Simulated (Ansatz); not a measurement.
# Sn2Te2AuSI, from a guessed structure to a relaxed one, part 2 of 2

Starting from a made-up structure for Sn2Te2AuSI, the aim is the relaxed cell, its shortest contacts and, where a second run follows, its electronic structure.

Ansatz 0.2.0; DFT, PBEsol, plane-wave PAW, files of the set soft_1, scalar-relativistic, no spin, cell and ions relaxed at zero pressure; PAW set soft_1 (the session's first sound run).

So far: Starting point; Relaxing cell and atoms.

### Step 3. Bands of the relaxed cell

With the geometry fixed, one more self-consistent run, with a narrower smearing and the mesh shown in its input, gives the bands, and its pressure, and its forces where symmetry allows any, show how far the geometry depends on these settings.

This step: DFT, PBEsol, plane-wave PAW, files of the set soft_1, scalar-relativistic, no spin, bands and density of states at the relaxed cell; PAW set soft_1 (Ansatz 0.2.0).

input.yaml reads:

```yaml
crystal:
  lattice:
    - [7.5896204089, -2.1767760852, 0.8882118643]
    - [7.5896204089, 2.1767760852, 0.8882118643]
    - [-0.1454845113, 0.0, 7.4175142524]
  atoms:
    - { symbol: Au, position: [0.6866486775, 0.6866486775, 0.5454992995] }
    - { symbol: I, position: [0.5063442754, 0.5063442754, 0.5660288241] }
    - { symbol: Te, position: [0.2644537687, 0.2644537687, 0.6607461692] }
    - { symbol: Te, position: [0.7442232065, 0.7442232065, 0.1826371168] }
    - { symbol: Sn, position: [0.1721882161, 0.1721882161, -0.0017503673] }
    - { symbol: Sn, position: [0.4269658029, 0.4269658029, 0.9372976209] }
    - { symbol: S, position: [1.0124760528, 1.0124760528, 0.0506413368] }
kpoints:
  mp_grid: { grid: [8, 8, 4] }
  band_path:
    path:
      - [[0.0, 0.0, 0.0], [0.5, 0.5, 1.0], [-0.42475023, -0.42475023, 1.36618636], [0.5, 0.5, 0.5], [0.2663978, 0.7336022, 0.5]]
      - [[-0.2663978, 0.2663978, -0.5], [0.0, 0.0, -0.5], [1.42475023, 1.42475023, -0.36618636]]
      - [[0.5, 0.5, 1.0], [0.34921832, 0.65078168, 1.0]]
      - [[-0.34921832, 0.34921832, 0.0], [0.0, 0.0, 0.0], [0.0, 0.5, 0.5]]
      - [[0.0, 0.5, 0.0], [0.0, 0.0, 0.0]]
    npoints: 8
scf:
  occupations: { method: fermi_dirac, width: 0.03 }
  n_extra_bands: 11
hamiltonian:
  xc: pbesol
  pseudopotentials: { kind: paw, azcp: { folder: soft_1 }, xc_functional: pbe }
output:
  forces: true
  stress: true
  write_bands: true
  dos: { projected: true }
  write_density: true
  write_potential: true
  elf: true
  volumetric_format: npy
```

On the command line:

```console
$ ansatz run input.yaml --threads 4 --pin off --max-ram 10240MiB --backend cpu --events-out ev --progress --plain --runs-dir out
```

Numbers of over 12 decimals in the logs are rounded to 6 here.

The program printed:

```text
[...]
Crystal: 7 atoms, lattice volume = 245.651 Å³
Basis set: ecut = 420 eV, 4795 PW (Γ), exchange–correlation on 108×108×100 points (8 copies of the dense FFT grid, shifted against one another)
Bands: 62, of which v1, the nominal top of the filled ones, is band 51 counted from 1 (50 counted from 0)
Symmetry: 2 space group operations
[...]
k-points: 78 of 256 (time reversal used)
[...]
SCF iter   1: F=—  HF=-47037.611584 eV  |F-HF|=—  |Δ(HF+E_count)|=         —  Δρ=9.32e-2  dr2=7.01e1  ethr=3.10e-3  ⟨swp⟩=9.3  Hψ=22328  notcnv=0  defer=13
[...]
SCF iter  11: F=-47029.907276 eV  HF=-47029.907276 eV  |F-HF|=1.94e-9  |Δ(HF+E_count)|=   1.21e-7  Δρ=5.85e-6  dr2=8.16e-8  ethr=9.80e-11  ⟨swp⟩=21.7  Hψ=46858  notcnv=0
SCF 1 converged in 11 iterations: F = -47029.907276 eV  dr2 = 8.16e-8
[...]
NSCF: frozen V_eff on 85 k-points
SCF converged after 11 iterations
Free energy (F): -47029.907276 eV
[...]
Internal energy: -47029.904740 eV  (E = F + TS)
E sigma→0 (E₀):  -47029.906008 eV
Entropy (-TS):   -0.002536 eV (-0.362 meV/atom)
Fermi energy:    6.945557 eV
[...]
--- Forces (eV/Å), atoms counted from 1 ---
  atom   1  Au     0.00608321     0.00000000    -0.01014171
  atom   2  I      0.00099086     0.00000000     0.00484529
  atom   3  Te    -0.00546179    -0.00000000     0.02296138
  atom   4  Te    -0.00243128    -0.00000000     0.01619425
  atom   5  Sn    -0.00225491     0.00000000    -0.02927890
  atom   6  Sn    -0.00269450     0.00000000    -0.01253124
  atom   7  S      0.00575518    -0.00000000     0.00795874
  max |Σ_I F_I| component: 1.32e-5 eV/Å
--- Stress (GPa, compression-positive) ---
       -0.053059       0.000000       0.031183
        0.000000       0.025568      -0.000000
        0.031183      -0.000000      -0.061721
  P = ⅓ Tr σ = -0.0297 GPa (-0.297 kbar)
--- Band table (eV; the first three rows and the last of 78) ---
  k-point 0: bands = [... 47 lower, 5.4390, 5.9367, 6.3568, 6.9227, 6.9624, 7.7357, 8.7325, 9.3900, ... 7 higher]
  k-point 1: bands = [... 47 lower, 5.4113, 5.8240, 6.2079, 6.7304, 7.2563, 7.9661, 8.7680, 9.5217, ... 7 higher]
  k-point 2: bands = [... 47 lower, 5.3826, 5.6792, 6.4045, 6.5461, 7.3251, 8.1395, 8.8362, 9.3733, ... 7 higher]
  k-point 77: bands = [... 47 lower, 5.1102, 5.2510, 5.9567, 6.8022, 7.3385, 8.2450, 8.6828, 8.9912, ... 7 higher]
```

Elapsed: 59 s, on 4 threads of Arm Neoverse V2, shared host; peak memory 1.5 GiB.

The column dr2 measures how far the density is from self-consistency, as an energy; F and HF (Harris–Foulkes) agree once it is small.

This step gave:

```yaml
free_energy: -47029.9073 eV
energy_at_zero_smearing: -47029.9060 eV
smearing_term_ts: 0.002536 eV
fermi_energy: 6.946 eV
pressure: -0.02974 GPa
```

From bands.tsv, the bands that come nearest the Fermi level along the path, at its corners, in eV from the Fermi level:

```
point  band 48  band 49  band 50  band 51  band 52  band 53  band 54  band 55
    Γ    -1.51    -1.01    -0.59    -0.02     0.02     0.79     1.79     2.44
    Y    -1.61    -1.11    -0.40    -0.22     0.17     0.85     1.56     2.01
    F    -1.67    -1.63    -0.97    -0.11     0.38     1.29     1.66     2.06
    L    -1.84    -1.69    -0.99    -0.14     0.39     1.30     1.74     2.05
    I    -1.89    -1.79    -1.31    -1.12     0.28     1.30     1.61     1.79
   I1    -1.89    -1.79    -1.31    -1.12     0.28     1.30     1.61     1.79
    Z    -1.56    -1.27    -0.54    -0.40     0.38     1.19     1.89     2.43
   F1    -1.67    -1.63    -0.97    -0.11     0.38     1.29     1.66     2.06
    Y    -1.61    -1.11    -0.40    -0.22     0.17     0.85     1.56     2.01
   X1    -2.07    -1.70    -1.21    -1.08     0.94     1.73     2.23     2.54
    X    -2.07    -1.70    -1.21    -1.08     0.94     1.73     2.23     2.54
    Γ    -1.51    -1.01    -0.59    -0.02     0.02     0.79     1.79     2.44
    N    -1.88    -1.58    -1.31    -1.02    -0.05     1.32     1.64     2.11
    M    -2.20    -1.98    -1.66    -1.17     0.60     1.91     2.13     2.50
    Γ    -1.51    -1.01    -0.59    -0.02     0.02     0.79     1.79     2.44
```

Counts of states for the cell as run, both spins, by energy window (eV from the Fermi level): Near the top, bands beyond those computed are missing, so counts there can be too low.

```csv
from,to,total
-8,-7,3.02
-7,-6,0.89
-6,-5,1.94
-5,-4,9.75
-4,-3,6.89
-3,-2,5.67
-2,-1,5.42
-1,0,2.33
0,1,2.07
1,2,3.39
2,3,4.73
3,4,4.61
4,5,2.53
```

Below -8 eV lie 66.1 more states.

ELF in the ab plane of the cell as run, not the conventional one, at fractional z = 0.545, with atoms of Au and I within 0.2 Å of it. It is the smooth field of the valence electrons, not physical close to the nuclei.

Ten even steps from '0' (0.01) to '9' (0.82), each cell a mean:
```
0011101233333321000000
0135431233443332000000
0367874223455433200000
0369998533456554320000
0269999863356765432000
0038998887335787543200
0014898767733689754321
2101598644664468865332
4420168743356446775433
5653127863335643566533
5676412785343563355543
4677751277533367334443
4666775237753347733333
3566667523786446863233
3466556752278767885222
2356655675127888898411
0135665567512699999730
0013566567741158999841
0001356666763014899751
0000135666775201366631
0000013456666410023310
0000002334455420000000
```
Columns run along a (7.9 Å), rows up along b (7.9 Å). Atoms in or near the plane, at fractional coordinates: Au at (0.69, 0.69), I at (0.51, 0.51).

Valence density in the ab plane of the cell as run, not the conventional one, at fractional z = 0.545, with atoms of Au and I within 0.2 Å of it. It is the smooth field of the valence electrons, not physical close to the nuclei.

Ten steps, logarithmic in the rise over the least value, from '0' (0 e/Å³) to '9' (14 e/Å³), each cell a mean:
```
0000000122322100000000
0000000113443210000000
0001111112466421000000
0001121112467753100000
0001222221258886310000
0001233332237998631000
0000123444324799863100
0000023577533579985210
1000012478853357987421
1110001368986334787632
2211000136998532356642
2222110123699853224443
2233221012368874212232
2233332101236774321112
1123343210113454321111
0112344321001233321100
0011234432100122322100
0000123332100001221100
0000012333210000111100
0000011233211000000000
0000001122221000000000
0000000122221100000000
```
Columns run along a (7.9 Å), rows up along b (7.9 Å). Atoms in or near the plane, at fractional coordinates: Au at (0.69, 0.69), I at (0.51, 0.51).

Electrostatic potential energy in the ab plane of the cell as run, not the conventional one, at fractional z = 0.545, with atoms of Au and I within 0.2 Å of it. With pseudopotentials it is smooth inside the atoms' cores, unlike the true potential.

Values in eV, 12 rows by 16 columns, each cell a mean:
```
 12  12  11  11  11  10   6   0   1   6  10  11  11  12  12  12
 12  11  10   9  10  10   8  -5 -24 -20  -2   9  11  11  12  12
 12  11  10   6   2   3   7   5 -21 -37 -34 -16   6  11  11  12
 11  11  11   7  -8 -27 -20  -3   2 -21 -37 -38 -25   2  10  11
 10  10  11  10   3 -24 -25 -22 -16   0 -16 -34 -38 -26   2   9
  7   7   9  10  10   2 -23  -9  -7 -23  -1  -3 -22 -30 -13   4
  5   1  -1   4   9  10   4 -18 -15 -12 -27  -2   6   0  -3   2
  8   4  -9 -14  -3   6  10   7  -8 -24 -32 -22   4   9   9   8
 11   9   3 -13 -21 -10   5   9  10   5  -7 -12   0   8  11  11
 12  11  10   5  -8 -17  -7   5  10  11  10   8   7   8  10  12
 12  12  12  11   8   1  -4   1   7  10  11  11  11  11  11  12
 12  12  12  12  11   9   6   4   6   9  11  11  12  12  12  12
```
Columns run along a (7.9 Å; values clipped at the 3rd and 97th percentile), rows up along b (7.9 Å). Atoms in or near the plane, at fractional coordinates: Au at (0.69, 0.69), I at (0.51, 0.51).

### Step 4. Summary of results

* space group, relaxed: Cm
* conventional cell: a = 15.283, b = 4.354, c = 7.419 Å; α = 90.0°, β = 95.6°, γ = 90.0°
* volume per atom: 35.09 Å³ (guess 39.10)

In words: Sn2Te2AuSI relaxes to Cm with a = 15.283, b = 4.354 and c = 7.419 Å. The guessed volume was 11 % too large. The space group Cm was held in the relaxation, so the end point is a stationary structure within it and may be a saddle against distortions or other arrangements. Bands cross the Fermi level, so it is a metal or semimetal at this level. Semilocal functionals can close a small real gap, so this isn't settled for compounds with anions. On the 8×8×4 mesh with the narrower smearing (relaxed on 6×6×4) the largest force component is 0.029 eV/Å and the largest stress component is 0.062 GPa, against the relaxation's thresholds of 0.015 eV/Å and 0.05 GPa. The cutoff wasn't tested. A vector of the cell changed its length by 8 %, more than the volume shows. Spin-orbit coupling is left out, which can matter for elements this heavy. No dispersion term is used, so weakly bound directions may come out too long. Nothing here tests whether the compound is stable against decomposition.

[Logs are printed without paths, hosts, clocks, repeated set-up lines and the standing remarks that a program may print on its own settings, such as how far it seeks lower states.]

[Hosts, paths, dates, database ids (printed as entryN), source tags and the programs' standing remarks are cut or masked in the printed files.]
